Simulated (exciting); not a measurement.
Consider CsCaF3, space group Pm-3m.

```xyz
5
Lattice="4.5205 0.0000 0.0000 0.0000 4.5205 0.0000 0.0000 0.0000 4.5205" Properties=species:S:1:pos:R:3 pbc="T T T"
Cs    0.0000    0.0000    0.0000
Ca    2.2603    2.2603    2.2603
F     2.2603    2.2603    0.0000
F     2.2603    0.0000    2.2603
F     0.0000    2.2603    2.2603
```

Absorber: atom 3, with 2 Ca at 2.26 Å (linear, site symmetry 4/mmm). Method: exciting, all-electron LAPW+lo, LDA, exchange and screened direct term (singlet BSE), 3×3×3 shifted k points, 49 conduction bands, |G+q| up to 3 bohr⁻¹, full RPA screening with nempty = 78, Lorentzian half width 0.45 eV.

Predict the F K near-edge structure at this level.

Bound core exciton? Yes on this mesh: the first bright state (over 5 % of the brightest) lies at -1.04 eV from the Kohn–Sham onset and at -1.59 eV from the lowest bare transition of its own mesh; weaker or dark states reach down to -1.54 eV. Maxima (height): -1.0 eV (1.00), 1.4 eV (0.41), 5.5 eV (0.17), 7.9 eV (0.19), 13.8 eV (0.16), 18.3 eV (0.22) and 21.3 eV (0.19).

Energy from the Kohn–Sham onset, core level to the lowest empty state found on the meshes used; Im ε in relative units:

```tsv
E (eV)	Im ε
-4.5	0.02
-4.0	0.03
-3.5	0.04
-3.0	0.06
-2.5	0.10
-2.0	0.19
-1.5	0.50
-1.0	1.00
-0.5	0.55
0.0	0.42
0.5	0.35
1.0	0.35
1.5	0.41
2.0	0.34
2.5	0.27
3.0	0.18
3.5	0.14
4.0	0.14
4.5	0.13
5.0	0.16
5.5	0.17
6.0	0.15
6.5	0.14
7.0	0.14
7.5	0.15
8.0	0.19
8.5	0.15
9.0	0.11
9.5	0.09
10.0	0.08
10.5	0.07
11.0	0.08
11.5	0.09
12.0	0.09
12.5	0.11
13.0	0.14
13.5	0.15
14.0	0.15
14.5	0.10
15.0	0.08
15.5	0.08
16.0	0.09
16.5	0.10
17.0	0.14
17.5	0.17
18.0	0.20
18.5	0.21
19.0	0.19
19.5	0.18
20.0	0.17
20.5	0.16
21.0	0.18
21.5	0.19
22.0	0.13
```

Binding energies aren't converged on 27 k points, and fine structure above the first lines is partly noise of the mesh. The kernel cutoff is low for a compact core orbital, so the effect of exchange is a lower bound. The zero comes from the unshifted 3×3×3 ground-state mesh; it is exact only where the band minimum lies on that mesh. The structure is a Materials Project entry, computed there, and may be a hypothetical form.

[Banner, clock and machine lines of the logs are left out without a mark of their own.]

[Logs are printed without paths, hosts, clocks, repeated set-up lines and the standing remarks that a program may print on its own settings, such as how far it seeks lower states.]

[Hosts, paths, dates, database ids (printed as entryN), source tags and the programs' standing remarks are cut or masked in the printed files.]
